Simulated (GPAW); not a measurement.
# Optical response of CdF2, part 2 of 2

Aim: the dielectric function of CdF2, and the optical constants that follow from it.

GPAW 26.7.0; DFT, LDA, plane-wave PAW (GPAW data sets), scalar-relativistic, RPA, optical limit.

So far. Step 2 (Ground state): There is a gap, 2.83 eV on this mesh (points off the mesh can give less), so no carriers' term is needed.

## (4) Dielectric function, RPA (continued)

The Im ε, E ∥ x has structure finer than the step of the table below, so its rows give means over 0.5 eV, whole bins alone (the curve runs from 0 to 19.9 eV). Peaks (eV: height): 6.44: 1.48, 9.89: 2.79, 12.02: 2.30, 13.34: 2.52.

Values under the direct gap are tails of Lorentzian lines. The Im ε, E ∥ x by photon energy; means over each step:

```tsv
photon energy (eV)	Im ε, E ∥ x
0.5	0.00409
1.0	0.00860
1.5	0.0141
2.0	0.0218
2.5	0.0343
3.0	0.0640
3.5	0.200
4.0	0.630
4.5	0.990
5.0	1.19
5.5	1.28
6.0	1.31
6.5	1.38
7.0	1.35
7.5	1.27
8.0	1.08
8.5	1.18
9.0	1.43
9.5	2.11
10.0	2.63
10.5	1.82
11.0	1.22
11.5	1.48
12.0	2.14
12.5	1.68
13.0	2.14
13.5	2.45
14.0	2.23
14.5	1.76
15.0	1.20
15.5	1.07
16.0	0.999
16.5	0.720
17.0	0.841
17.5	0.942
18.0	0.880
18.5	0.848
19.0	0.704
19.5	0.720
```

Table of Re ε, E ∥ x by photon energy:

photon energy (eV), Re ε, E ∥ x and a bar:
```
      0.0       2.76 #######################
      0.5       2.77 #######################
      1.0       2.79 #######################
      1.5       2.82 #######################
      2.0       2.88 ########################
      2.5       2.97 #########################
      3.0       3.12 ##########################
      3.5       3.37 ############################
      4.0       3.57 ##############################
      4.5       3.31 ############################
      5.0       3.08 ##########################
      5.5       2.98 #########################
      6.0       2.68 ######################
      6.5       2.54 #####################
      7.0       2.50 #####################
      7.5       2.33 ###################
      8.0       2.39 ####################
      8.5       2.73 #######################
      9.0       2.77 #######################
      9.5       2.98 #########################
     10.0       1.82 ###############
     10.5       1.14 #########
     11.0       1.65 #############
     11.5       2.13 #################
     12.0       1.90 ###############
     12.5       1.59 #############
     13.0       1.82 ###############
     13.5       1.12 #########
     14.0       0.63 ####
     14.5       0.12 
     15.0       0.35 ##
     15.5       0.58 ####
     16.0       0.56 ####
     16.5       0.71 #####
     17.0       0.99 ########
     17.5       0.86 ######
     18.0       0.90 #######
     18.5       0.80 ######
     19.0       0.89 #######
     19.5       1.13 #########
```

The loss function −Im 1/ε at q → 0, E ∥ x has structure finer than the step of the table below, so its rows give means over 0.5 eV, whole bins alone (the curve runs from 0 to 19.9 eV). Peaks (eV: height): 10.59: 0.403, 16.23: 0.872, 18.50: 0.623.

Values under the direct gap are tails of Lorentzian lines. Loss function −Im 1/ε at q → 0, E ∥ x against energy loss; means over each step:

```tsv
energy loss (eV)	loss function −Im 1/ε at q → 0, E ∥ x
0.5	5.3e-4
1.0	0.00111
1.5	0.00177
2.0	0.00261
2.5	0.00386
3.0	0.00650
3.5	0.0171
4.0	0.0487
4.5	0.0815
5.0	0.107
5.5	0.123
6.0	0.141
6.5	0.159
7.0	0.167
7.5	0.178
8.0	0.156
8.5	0.135
9.0	0.144
9.5	0.160
10.0	0.255
10.5	0.380
11.0	0.294
11.5	0.218
12.0	0.269
12.5	0.315
13.0	0.270
13.5	0.334
14.0	0.415
14.5	0.573
15.0	0.763
15.5	0.729
16.0	0.769
16.5	0.703
17.0	0.508
17.5	0.567
18.0	0.567
18.5	0.602
19.0	0.542
19.5	0.409
```

The reflectivity at normal incidence, E ∥ x has structure finer than the step of the table below, so its rows give means over 0.5 eV, whole bins alone (the curve runs from 0 to 19.9 eV). Peaks (eV: height): 4.02: 9.93, 9.96: 14.6, 12.10: 12.3, 14.49: 17.6, 17.50: 4.95.

The reflectivity at normal incidence, E ∥ x by photon energy; means over each step:

```tsv
photon energy (eV)	reflectivity at normal incidence, E ∥ x (%)
0.5	6.21
1.0	6.29
1.5	6.45
2.0	6.70
2.5	7.08
3.0	7.70
3.5	8.77
4.0	9.78
4.5	9.68
5.0	9.41
5.5	9.11
6.0	8.59
6.5	8.44
7.0	8.09
7.5	7.36
8.0	6.78
8.5	8.06
9.0	9.20
9.5	12.1
10.0	14.1
10.5	10.0
11.0	5.86
11.5	7.81
12.0	11.4
12.5	8.60
13.0	11.2
13.5	14.4
14.0	15.4
14.5	16.6
15.0	11.4
15.5	7.93
16.0	7.58
16.5	4.17
17.0	3.65
17.5	4.73
18.0	4.25
18.5	4.26
19.0	2.96
19.5	2.60
```

The refractive index n and extinction k by photon energy:

```tsv
photon energy (eV)	n	k
0.0	1.66	0
0.5	1.66	0.00122
1.0	1.67	0.00256
1.5	1.68	0.00418
2.0	1.70	0.00636
2.5	1.72	0.00980
3.0	1.77	0.0172
3.5	1.84	0.0488
4.0	1.90	0.169
4.5	1.84	0.278
5.0	1.79	0.334
5.5	1.76	0.353
6.0	1.68	0.385
6.5	1.65	0.437
7.0	1.64	0.430
7.5	1.58	0.400
8.0	1.58	0.327
8.5	1.69	0.350
9.0	1.71	0.412
9.5	1.82	0.577
10.0	1.59	0.850
10.5	1.28	0.701
11.0	1.35	0.429
11.5	1.53	0.466
12.0	1.56	0.728
12.5	1.38	0.569
13.0	1.52	0.704
13.5	1.38	0.893
14.0	1.21	0.918
14.5	0.974	0.911
15.0	0.891	0.664
15.5	0.949	0.564
16.0	0.934	0.563
16.5	0.924	0.378
17.0	1.07	0.395
17.5	1.04	0.463
18.0	1.04	0.422
18.5	0.992	0.427
19.0	1.00	0.346
19.5	1.11	0.313
```

Optical constants at common wavelengths, from n + ik = √ε:

```tsv
wavelength (nm)	n	k	R (%)	1/α
1550	1.67	0.002	6.2	61 µm
1064	1.67	0.003	6.3	28 µm
532	1.71	0.008	6.9	5.0 µm
450	1.74	0.013	7.3	2.8 µm
405	1.77	0.019	7.8	1.7 µm
365	1.82	0.040	8.5	729 nm
308	1.90	0.178	9.9	138 nm
```

Below the direct gap, k and the depth come from the tails of the Lorentzian lines, not from transitions.

Rows near the edge hang on the gap, which this functional as a rule makes too small, and phonon-assisted absorption is left out.

## (5) Summary of results

```json
{"electronic dielectric constant ε∞, mean over x, y and z (by symmetry where fewer were run) (RPA)": "2.76", "main peak of Im epsilon, first axis": "9.91 eV", "centre of weight of the strongest loss peak in the window, first axis": "16.4 eV"}
```

In words: At this level (LDA, RPA) CdF2 has ε∞ = 2.76 and n = 1.67 at 1550 nm, and Im ε peaks at 9.9 eV. On the mesh the gap is 2.78 eV and the least direct gap 3.22 eV, so on this mesh the band edges lie at different points. Local fields change the static value along x from 2.82 to 2.76 (-2 %). Distinct maxima of Im ε, read by a parabola through the highest points, lie at 6.42 eV (1.5), 9.91 eV (2.8), 12.06 eV (2.3) and 13.37 eV (2.5). Excitons and phonon-assisted transitions are missing; LDA gaps are as a rule too small, which pulls the onset down and ε∞ up. The sum runs over mesh points, so small or evenly spaced maxima can still be ripples of the mesh. In this version of GPAW the matrix elements of the optical limit are incomplete, which can lower ε − 1 by up to a tenth where first-row anions or d states rule, and shift it by more in d metals.

[Machine, clock and banner lines and Python warnings are left out of the logs.]

[Logs are printed without paths, hosts, clocks, repeated set-up lines and the standing remarks that a program may print on its own settings, such as how far it seeks lower states.]

[Hosts, paths, dates, database ids (printed as entryN), source tags and the programs' standing remarks are cut or masked in the printed files.]
